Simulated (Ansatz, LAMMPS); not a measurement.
# Structural relaxation of a frame of liquid mixture of acetonitrile and H2O from 300 K (138 atoms), part 2 of 3

How does a frame of liquid mixture of acetonitrile and H2O from 300 K (138 atoms) relax, and what do bonds, charges and levels look like afterwards?

Ansatz 0.2.0; Kohn-Sham DFT, PBE+D3(BJ), PAW (set soft_2), plane waves.

The cell: 18 C, 9 N, 83 H and 28 O. The network of contacts between molecules at the start is that of the classical potential that made the cell. The density was typed from a rule of thumb and may lie off the real one at this temperature. The Brillouin zone is sampled at Γ only, in a cell whose shortest periodic width is 12 Å.

So far. Step 3 (Single point at the start): Neighbours are counted within 1.21 Å (H-O), 1.34 Å (H-C), 1.85 Å (C-C), 1.62 Å (C-N).

## Step 4: Relaxation

The atoms are relaxed in the fixed cell, aiming at the force tolerance of the input.

Input file input.yaml:

```yaml
crystal:
  lattice:
    - [11.75671, 0.0, 0.0]
    - [0.0, 11.75671, 0.0]
    - [0.0, 0.0, 11.75671]
  atoms:
    [... the 138 atom lines of step 3 ...]
kpoints:
  mp_grid: { grid: [1, 1, 1] }
hamiltonian:
  xc: pbe
  dispersion: d3bj
scf:
  occupations: { method: gaussian, width: 0.05 }
output:
  forces: true
relax:
  f_tol: 0.03
  max_steps: 200
```

Launch:

```
$ ansatz run input.yaml --threads 4 --pin off --max-ram 8192MiB --backend cpu --events-out ev --progress --plain --runs-dir out
```

Numbers of over 12 decimals in the logs are rounded to 6 here.

Output:

```text
[...]
Crystal: 138 atoms, lattice volume = 1625.015 Å³
Basis set: ecut = 420 eV, 31559 PW (Γ), exchange–correlation on 160×160×160 points (8 copies of the dense FFT grid, shifted against one another)
Bands: 322, of which v1, the nominal top of the filled ones, is band 184 counted from 1 (183 counted from 0)
Symmetry: 1 space group operations
[...]
k-points: 1
[...]
SCF iter   1: F=—  HF=-25191.872789 eV  |F-HF|=—  |Δ(HF+E_count)|=         —  Δρ=3.26e-3  dr2=2.34e-1  ethr=1.77e-3  ⟨swp⟩=6.0  Hψ=1471  notcnv=0  defer=36
[...]
SCF iter   8: F=-25191.817366 eV  HF=-25191.817366 eV  |F-HF|=8.10e-8  |Δ(HF+E_count)|=   3.54e-6  Δρ=1.03e-5  dr2=1.74e-6  ethr=6.11e-9  ⟨swp⟩=4.0  Hψ=685  notcnv=0
SCF 1 converged in 8 iterations: F = -25191.817366 eV  dr2 = 1.74e-6
[...]
relax step   1: F+E_penalty+E_count = -25191.81736593 eV  Δ(F+E_penalty+E_count) = +0.000e0 eV  max|allowed force component| = 4.066e0 eV/Å  Δτ_max = 0.0000 Å  (8 SCF iters, dr2 threshold 2.25e-5 eV, accepted)
[...]
relax step   2: F+E_penalty+E_count = -25195.24842038 eV  Δ(F+E_penalty+E_count) = -3.431e0 eV  max|allowed force component| = 1.335e0 eV/Å  Δτ_max = 0.1949 Å  (7 SCF iters, dr2 threshold 1.00e-4 eV, accepted)
[...]
relax step   3: F+E_penalty+E_count = -25196.29544444 eV  Δ(F+E_penalty+E_count) = -1.047e0 eV  max|allowed force component| = 1.847e0 eV/Å  Δτ_max = 0.1963 Å  (7 SCF iters, dr2 threshold 1.00e-4 eV, accepted)
relax step   4: F+E_penalty+E_count = -25196.88770713 eV  Δ(F+E_penalty+E_count) = -5.923e-1 eV  max|allowed force component| = 1.736e0 eV/Å  Δτ_max = 0.1939 Å  (7 SCF iters, dr2 threshold 1.00e-4 eV, accepted)
relax step   5: F+E_penalty+E_count = -25197.19791457 eV  Δ(F+E_penalty+E_count) = -3.102e-1 eV  max|allowed force component| = 1.727e0 eV/Å  Δτ_max = 0.1951 Å  (6 SCF iters, dr2 threshold 1.00e-4 eV, accepted)
relax step   6: F+E_penalty+E_count = -25197.49420455 eV  Δ(F+E_penalty+E_count) = -2.963e-1 eV  max|allowed force component| = 1.248e0 eV/Å  Δτ_max = 0.2000 Å  (7 SCF iters, dr2 threshold 1.00e-4 eV, accepted)
relax step   7: F+E_penalty+E_count = -25197.79671108 eV  Δ(F+E_penalty+E_count) = -3.025e-1 eV  max|allowed force component| = 5.519e-1 eV/Å  Δτ_max = 0.1907 Å  (7 SCF iters, dr2 threshold 1.00e-4 eV, accepted)
relax step   8: F+E_penalty+E_count = -25197.87187560 eV  Δ(F+E_penalty+E_count) = -7.516e-2 eV  max|allowed force component| = 1.831e0 eV/Å  Δτ_max = 0.1993 Å  (7 SCF iters, dr2 threshold 5.95e-5 eV, accepted)
relax step   9: F+E_penalty+E_count = -25198.09039920 eV  Δ(F+E_penalty+E_count) = -2.185e-1 eV  max|allowed force component| = 5.654e-1 eV/Å  Δτ_max = 0.2000 Å  (7 SCF iters, dr2 threshold 1.00e-4 eV, accepted)
relax step  10: F+E_penalty+E_count = -25198.19005046 eV  Δ(F+E_penalty+E_count) = -9.965e-2 eV  max|allowed force component| = 1.679e-1 eV/Å  Δτ_max = 0.2000 Å  (7 SCF iters, dr2 threshold 3.05e-5 eV, accepted)
relax step  11: F+E_penalty+E_count = -25198.23421774 eV  Δ(F+E_penalty+E_count) = -4.417e-2 eV  max|allowed force component| = 4.244e-1 eV/Å  Δτ_max = 0.1929 Å  (8 SCF iters, dr2 threshold 2.49e-6 eV, accepted)
relax step  12: F+E_penalty+E_count = -25198.23406570 eV  Δ(F+E_penalty+E_count) = +1.520e-4 eV  max|allowed force component| = 4.744e-1 eV/Å  Δτ_max = 0.1884 Å  (8 SCF iters, dr2 threshold 1.59e-5 eV, rejected (line search))
relax step  13: F+E_penalty+E_count = -25198.23421855 eV  Δ(F+E_penalty+E_count) = -8.112e-7 eV  max|allowed force component| = 4.243e-1 eV/Å  Δτ_max = 0.0000 Å  (10 SCF iters, accepted)
relax step  14: F+E_penalty+E_count = -25198.23408566 eV  Δ(F+E_penalty+E_count) = +1.329e-4 eV  max|allowed force component| = 4.720e-1 eV/Å  Δτ_max = 0.1872 Å  (6 SCF iters, dr2 threshold 1.00e-4 eV, rejected (line search))
relax step  15: F+E_penalty+E_count = -25198.26632408 eV  Δ(F+E_penalty+E_count) = -3.211e-2 eV  max|allowed force component| = 2.141e-1 eV/Å  Δτ_max = 0.0936 Å  (10 SCF iters, accepted)
relax step  16: F+E_penalty+E_count = -25198.28896219 eV  Δ(F+E_penalty+E_count) = -2.264e-2 eV  max|allowed force component| = 7.773e-2 eV/Å  Δτ_max = 0.0975 Å  (7 SCF iters, dr2 threshold 1.17e-5 eV, accepted)
relax step  17: F+E_penalty+E_count = -25198.30914776 eV  Δ(F+E_penalty+E_count) = -2.019e-2 eV  max|allowed force component| = 1.628e-1 eV/Å  Δτ_max = 0.1463 Å  (9 SCF iters, accepted)
relax step  18: F+E_penalty+E_count = -25198.32086688 eV  Δ(F+E_penalty+E_count) = -1.172e-2 eV  max|allowed force component| = 4.778e-1 eV/Å  Δτ_max = 0.1951 Å  (8 SCF iters, dr2 threshold 3.49e-6 eV, accepted)
relax step  19: F+E_penalty+E_count = -25198.33055130 eV  Δ(F+E_penalty+E_count) = -9.684e-3 eV  max|allowed force component| = 7.993e-1 eV/Å  Δτ_max = 0.1979 Å  (5 SCF iters, dr2 threshold 1.00e-4 eV, accepted)
relax step  20: F+E_penalty+E_count = -25198.38051849 eV  Δ(F+E_penalty+E_count) = -4.997e-2 eV  max|allowed force component| = 4.705e-1 eV/Å  Δτ_max = 0.2000 Å  (6 SCF iters, dr2 threshold 1.00e-4 eV, accepted)
relax step  21: F+E_penalty+E_count = -25198.42310021 eV  Δ(F+E_penalty+E_count) = -4.258e-2 eV  max|allowed force component| = 1.667e-1 eV/Å  Δτ_max = 0.1928 Å  (6 SCF iters, dr2 threshold 7.67e-5 eV, accepted)
relax step  22: F+E_penalty+E_count = -25198.45825841 eV  Δ(F+E_penalty+E_count) = -3.516e-2 eV  max|allowed force component| = 3.697e-1 eV/Å  Δτ_max = 0.1901 Å  (8 SCF iters, dr2 threshold 3.49e-6 eV, accepted)
relax step  23: F+E_penalty+E_count = -25198.49773130 eV  Δ(F+E_penalty+E_count) = -3.947e-2 eV  max|allowed force component| = 4.914e-1 eV/Å  Δτ_max = 0.1924 Å  (7 SCF iters, dr2 threshold 1.72e-5 eV, accepted)
relax step  24: F+E_penalty+E_count = -25198.54328625 eV  Δ(F+E_penalty+E_count) = -4.555e-2 eV  max|allowed force component| = 5.089e-1 eV/Å  Δτ_max = 0.1970 Å  (6 SCF iters, dr2 threshold 1.00e-4 eV, accepted)
relax step  25: F+E_penalty+E_count = -25198.57019914 eV  Δ(F+E_penalty+E_count) = -2.691e-2 eV  max|allowed force component| = 1.356e0 eV/Å  Δτ_max = 0.1951 Å  (6 SCF iters, dr2 threshold 1.00e-4 eV, accepted)
relax step  26: F+E_penalty+E_count = -25198.62692465 eV  Δ(F+E_penalty+E_count) = -5.673e-2 eV  max|allowed force component| = 7.330e-1 eV/Å  Δτ_max = 0.0767 Å  (6 SCF iters, dr2 threshold 1.00e-4 eV, accepted)
relax step  27: F+E_penalty+E_count = -25198.66751493 eV  Δ(F+E_penalty+E_count) = -4.059e-2 eV  max|allowed force component| = 2.597e-2 eV/Å  Δτ_max = 0.1017 Å  (6 SCF iters, dr2 threshold 1.00e-4 eV, accepted)
relax step  28: F+E_penalty+E_count = -25198.66752807 eV  Δ(F+E_penalty+E_count) = -1.314e-5 eV  max|allowed force component| = 2.571e-2 eV/Å  Δτ_max = 0.0000 Å  (5 SCF iters, accepted)
relax step  29: F+E_penalty+E_count = -25198.67949609 eV  Δ(F+E_penalty+E_count) = -1.197e-2 eV  max|allowed force component| = 2.791e-1 eV/Å  Δτ_max = 0.1348 Å  (9 SCF iters, accepted)
relax step  30: F+E_penalty+E_count = -25198.68473667 eV  Δ(F+E_penalty+E_count) = -5.241e-3 eV  max|allowed force component| = 1.803e-1 eV/Å  Δτ_max = 0.1103 Å  (6 SCF iters, dr2 threshold 7.64e-5 eV, accepted)
relax step  31: F+E_penalty+E_count = -25198.69085336 eV  Δ(F+E_penalty+E_count) = -6.117e-3 eV  max|allowed force component| = 2.024e-1 eV/Å  Δτ_max = 0.0870 Å  (7 SCF iters, dr2 threshold 1.36e-5 eV, accepted)
relax step  32: F+E_penalty+E_count = -25198.69592002 eV  Δ(F+E_penalty+E_count) = -5.067e-3 eV  max|allowed force component| = 1.745e-1 eV/Å  Δτ_max = 0.0521 Å  (6 SCF iters, dr2 threshold 1.71e-5 eV, accepted)
relax step  33: F+E_penalty+E_count = -25198.69931042 eV  Δ(F+E_penalty+E_count) = -3.390e-3 eV  max|allowed force component| = 2.335e-1 eV/Å  Δτ_max = 0.0468 Å  (6 SCF iters, dr2 threshold 2.26e-5 eV, accepted)
relax step  34: F+E_penalty+E_count = -25198.70210803 eV  Δ(F+E_penalty+E_count) = -2.798e-3 eV  max|allowed force component| = 2.177e-1 eV/Å  Δτ_max = 0.0379 Å  (5 SCF iters, dr2 threshold 4.05e-5 eV, accepted)
relax step  35: F+E_penalty+E_count = -25198.70333490 eV  Δ(F+E_penalty+E_count) = -1.227e-3 eV  max|allowed force component| = 1.704e-1 eV/Å  Δτ_max = 0.0106 Å  (5 SCF iters, dr2 threshold 4.12e-5 eV, accepted)
relax step  36: F+E_penalty+E_count = -25198.70483606 eV  Δ(F+E_penalty+E_count) = -1.501e-3 eV  max|allowed force component| = 8.433e-2 eV/Å  Δτ_max = 0.0348 Å  (6 SCF iters, dr2 threshold 1.78e-5 eV, accepted)
relax step  37: F+E_penalty+E_count = -25198.70553056 eV  Δ(F+E_penalty+E_count) = -6.945e-4 eV  max|allowed force component| = 5.540e-2 eV/Å  Δτ_max = 0.0184 Å  (6 SCF iters, dr2 threshold 1.74e-6 eV, accepted)
relax step  38: F+E_penalty+E_count = -25198.70616286 eV  Δ(F+E_penalty+E_count) = -6.323e-4 eV  max|allowed force component| = 6.004e-2 eV/Å  Δτ_max = 0.0269 Å  (8 SCF iters, accepted)
relax step  39: F+E_penalty+E_count = -25198.70641939 eV  Δ(F+E_penalty+E_count) = -2.565e-4 eV  max|allowed force component| = 4.307e-2 eV/Å  Δτ_max = 0.0134 Å  (6 SCF iters, dr2 threshold 1.56e-6 eV, accepted)
relax step  40: F+E_penalty+E_count = -25198.70659427 eV  Δ(F+E_penalty+E_count) = -1.749e-4 eV  max|allowed force component| = 1.399e-2 eV/Å  Δτ_max = 0.0092 Å  (6 SCF iters, dr2 threshold 9.55e-7 eV, accepted)
[...]
relax step  41: F+E_penalty+E_count = -25198.70659431 eV  Δ(F+E_penalty+E_count) = -4.570e-8 eV  max|allowed force component| = 1.399e-2 eV/Å  Δτ_max = 0.0000 Å  (2 SCF iters, accepted)
SCF converged after 2 iterations
Free energy (F): -25198.706594 eV
[...]
Internal energy: -25198.706594 eV  (E = F + TS)
E sigma→0 (E₀):  -25198.706594 eV
Fermi energy:    -0.139133 eV
[...]
--- Forces (eV/Å), atoms counted from 1 ---
  atom   1  C      0.00421062     0.00224537    -0.01118927
  atom   2  C      0.00587526     0.00131797     0.00673976
  atom   3  N     -0.00820791    -0.00183777     0.00470903
  atom   4  H     -0.00246885    -0.00110931     0.00105995
  atom   5  H      0.00179760     0.00016818     0.00067919
  atom   6  H      0.00011283    -0.00209567    -0.00075824
  atom   7  C     -0.00138722     0.00068829    -0.00196168
  atom   8  C      0.00395478    -0.00448980    -0.00101457
  atom   9  N     -0.00173097     0.00243636     0.00064366
  atom  10  H      0.00049092     0.00105590     0.00134991
  atom  11  H     -0.00026280     0.00045493     0.00019970
  atom  12  H      0.00010523    -0.00044717     0.00087214
  atom  13  C      0.00079491     0.00083995     0.00176427
  atom  14  C      0.00211841     0.00167322    -0.00768696
[...]
atom 137  H      0.00122347    -0.00269961     0.00138907
  atom 138  H      0.00120970    -0.00174371    -0.00291155
  max |Σ_I F_I| component: 1.23e-4 eV/Å
--- Relaxed structure (41 steps of the walk, 39 accepted, 0 SCFs on fresh bases) ---
  F+E_penalty+E_count = -25198.70659431 eV   max|allowed force component| = 1.399e-2 eV/Å
  atoms:
    - { symbol: C, position: [0.157502, 1.036581, 0.643932] }
    - { symbol: C, position: [0.079687, 1.018324, 0.737361] }
    - { symbol: N, position: [1.017138, 1.001821, 0.812074] }
    - { symbol: H, position: [0.184707, 0.125782, 0.641073] }
[...]
- { symbol: H, position: [0.401407, 0.308081, 0.068750] }
```

It took 3.3 min on 4 threads of Intel Xeon 6975P-C (Granite Rapids), shared host; peak memory 1.9 GiB; 12 min of CPU time.

Step by step (22 of 41):

```tsv
step	energy less that of the first step (eV)	largest force component (eV/Å)
1	0.0000	4.0663
3	-4.4781	1.8468
5	-5.3805	1.7270
7	-5.9793	0.5519
9	-6.2730	0.5655
11	-6.4169	0.4244
12	-6.4167	0.4744
14	-6.4167	0.4720
16	-6.4716	0.0777
18	-6.5035	0.4778
20	-6.5632	0.4705
22	-6.6409	0.3697
24	-6.7259	0.5089
26	-6.8096	0.7330
28	-6.8502	0.0257
30	-6.8674	0.1803
31	-6.8735	0.2024
33	-6.8819	0.2335
35	-6.8860	0.1704
37	-6.8882	0.0554
39	-6.8891	0.0431
41	-6.8892	0.0140
```

Relaxation steps 12, 14 were tried and not accepted.

The atoms that moved most (Å):

```tsv
atom	dx	dy	dz	length
H5	-0.251	1.559	-0.532	1.666
N3	1.052	1.199	0.429	1.652
O100	-0.049	1.443	0.744	1.624
H4	1.100	1.069	0.241	1.553
N27	-0.456	1.128	0.809	1.461
H24	1.337	0.477	0.297	1.451
C2	0.846	1.115	0.100	1.403
H101	-0.321	1.189	0.647	1.391
```

The relaxation changed the energy by -49.9 meV/atom, and atoms moved by 0.79 Å r.m.s., 1.7 Å at most.

## Step 5: Structure statistics after relaxation

Bonds before and after, by the cutoffs listed below:

```tsv
pair	bonds before	bonds after	mean before (Å)	mean after (Å)	spread before (Å)	spread after (Å)
H-O	56	56	1.000	0.987	0.000	0.008
H-C	27	27	1.094	1.099	0.032	0.002
C-C	9	9	1.466	1.444	0.028	0.002
C-N	9	9	1.154	1.162	0.018	0.001
```

Density 0.893 g/cm³, 11.78 Å³ an atom.

g(r), total and by pair (bins of 0.2 Å):

```tsv
r (Å)	total	H-H	H-O	H-C	H-N	O-O	O-C
0.90	3.64	0.00	14.90	0.00	0.00	0.00	0.00
1.10	2.32	0.00	1.32	9.89	0.00	0.00	0.00
1.30	0.00	0.00	0.00	0.00	0.00	0.00	0.00
1.50	1.06	2.08	0.00	0.00	0.00	0.00	0.00
1.70	0.81	1.32	1.29	0.00	0.27	0.00	0.00
1.90	0.68	0.34	1.69	0.00	1.87	0.00	0.00
2.10	0.70	0.32	0.39	2.71	0.82	0.00	0.00
2.30	0.56	1.27	0.26	0.00	0.50	0.00	0.00
2.50	0.65	1.41	0.41	0.14	0.27	0.00	0.00
2.70	0.71	0.86	0.30	0.23	0.00	4.40	0.00
2.90	0.59	0.60	0.42	0.35	0.11	3.22	0.00
3.10	0.97	0.68	1.40	0.36	3.34	1.07	0.00
3.30	1.12	0.93	1.92	0.87	1.18	0.00	1.39
3.50	1.12	0.83	1.36	1.34	1.14	0.54	2.21
3.70	1.14	1.10	1.17	1.22	1.07	0.35	1.59
3.90	0.93	0.88	0.90	1.10	0.62	0.76	1.35
4.10	1.18	1.16	0.83	1.70	1.09	1.17	1.75
4.30	1.00	1.14	0.90	0.89	0.93	0.88	0.90
4.50	1.06	1.08	0.94	1.17	1.19	1.23	1.08
4.70	1.11	1.06	0.96	1.35	0.95	1.19	1.45
4.90	1.08	1.25	0.81	0.97	1.11	1.18	1.13
5.10	1.01	0.95	1.09	1.15	0.80	0.63	0.84
5.30	1.04	0.95	1.08	1.12	1.17	0.76	1.42
5.50	0.99	0.97	1.00	0.89	1.03	1.04	1.10
5.70	0.99	0.95	1.23	0.99	0.99	0.66	0.83
```

Bonds by pair of elements; cutoffs follow the first minimum of g(r), held within bounds set by covalent radii, and pairs that aren't listed don't count as bonded:

```tsv
pair A-B	cutoff (Å)	bonds	mean length (Å)	spread (Å)	shortest (Å)	B about A	A about B
H-O	1.21	56	0.987	0.008	0.974	0.675	2
H-C	1.34	27	1.10	0.002	1.10	0.325	1.5
C-C	1.82	9	1.44	0.002	1.44	1	1
C-N	1.62	9	1.16	0.001	1.16	0.5	1
```

How many atoms have how many bonded neighbours:

```tsv
element	mean	1	2	4
C	3	0	9	9
H	1	83	0	0
N	1	9	0	0
O	2	0	28	0
```

Bond angles, per cent of each kind in bins of 5°:

```tsv
angle (°)	H-O-H	H-C-H	C-C-H
100–105	57.1	0.0	0.0
105–110	42.9	74.1	70.4
110–115	0.0	25.9	29.6
```

Bond angles (no mean is given where the spread exceeds 20°):

```tsv
angle	count	mean (°)	spread (°)
H-O-H	28	105	1.9
H-C-H	27	109	0.9
C-C-H	27	110	0.7
C-C-N	9	179	0.4
```

Hydrogen bonds between water molecules (O–O under 3.5 Å, H–O···O angle under 30°):

```tsv
hydrogen bonds to other water	molecules
0	0
1	1
2	6
3	16
4	4
5	1
```

Bond length by coordination (bonds to H left out):

```tsv
element	coordination	atoms	mean bond length (Å)
C	2	9	1.30
C	4	9	1.44
```

With the cutoffs above, 50 % of C atoms have 2 and as many 4, all H atoms have 1, all N atoms have 1 and all O atoms have 2 bonded neighbours. The H-O-H angle averages 105° with a spread of 1.9°. The 28 water molecules hold 2.93 hydrogen bonds each to other water on average, with a mean O–O distance of 2.83 Å.

[end of part 2 of 3]

[Logs are printed without paths, hosts, clocks, repeated set-up lines and the standing remarks that a program may print on its own settings, such as how far it seeks lower states.]

[Hosts, paths, dates, database ids (printed as entryN), source tags and the programs' standing remarks are cut or masked in the printed files.]
